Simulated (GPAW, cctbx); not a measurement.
# GaCu2SnSe4: what bonding does to one electron reflection, worked out

GaCu2SnSe4, I-4 (no. 82), a = 5.8225 Å, b = 5.8225 Å, c = 11.7711 Å, α = 90.00°, β = 90.00°, γ = 90.00°.

```csv
atom,mult.,x,y,z
Sn1,2,1/2,1/2,0
Se1,8,0.7773,0.7735,0.1339
Ga1,2,1/2,0,1/4
Cu1,2,0,0,0
Cu2,2,0,1/2,1/4
```

The cell comes from substitution in a known structure type and wasn't matched to any measured phase.

A DFT run (GPAW, PBE, 450 eV, 4×4×4 k-points, Fermi–Dirac width 0.05 eV) gives the static X-ray structure factor of 110 as 40.618 e for the conventional cell; superposed free atoms give 40.541 e. **Problem.** Find the Fourier component V of the crystal potential and the two-beam extinction distance at 80 kV in both cases.

## 1. Geometry

The cell volume is Ω = 399.05 Å³ and d(110) = 4.1171 Å, so g = 1/d = 0.2429 Å⁻¹.

## 2. The nuclei

Electrons feel nuclei as well as electrons, so the nuclear charges are summed with the same phases.

Phase sums Σ exp(2πi h·x), turned so that the total is real and positive: Sn +2.000, Se +0.202, Ga -2.000, Cu 0.000. Then F_Z = 50 × (+2.000) + 34 × (+0.202) + 31 × (-2.000) + 29 × (0.000) = 44.85 e. The electron term has the same sign for this reflection.

## 3. Mott–Bethe

Poisson's equation, term by term, gives V = (e/4πε₀)(F_Z − F)/(πΩg²), with e/4πε₀ = 14.3996 V Å.

The prefactor is 14.3996 × 4.1171²/(π × 399.05) = 0.19469 V per electron. Free atoms: (44.85 − 40.541) × 0.19469 = 0.840 V. Crystal: (44.85 − 40.618) × 0.19469 = 0.825 V. F changes by +0.19 % and V by -1.8 %: the same 0.08 e is measured against F_Z − F = 4.3 e in place of F = 40.5 e.

## 4. Extinction distance

In the two-beam case ξ = 1/(λU) with U = 2γm₀eV/h², that is ξ = 150.41 V Å²/(γλV).

At 80 kV, λ = 0.04176 Å and γ = 1.1566. Free atoms: ξ = 3709 Å. Crystal: ξ = 3776 Å. The thickness fringes go as sin²(πt/ξ), so the two patterns slip by a quarter of a period when t|1/ξ₁ − 1/ξ₀| = 1/4, at t ≈ 5194 nm, thicker than usual samples. Thermal motion, absorption and many-beam coupling, left out here, change a real pattern.

## 5. Answer

V(110) is 0.82 V against 0.84 V, and ξ is 3776 against 3709 Å. Limits: static atoms, two beams.

[Outputs are excerpts: Python notices, other lines and further rows are left out; steps that failed or that the build refused (PBEsol, TPSS) are not shown.]

[Logs are printed without paths, hosts, clocks, repeated set-up lines and the standing remarks that a program may print on its own settings, such as how far it seeks lower states.]
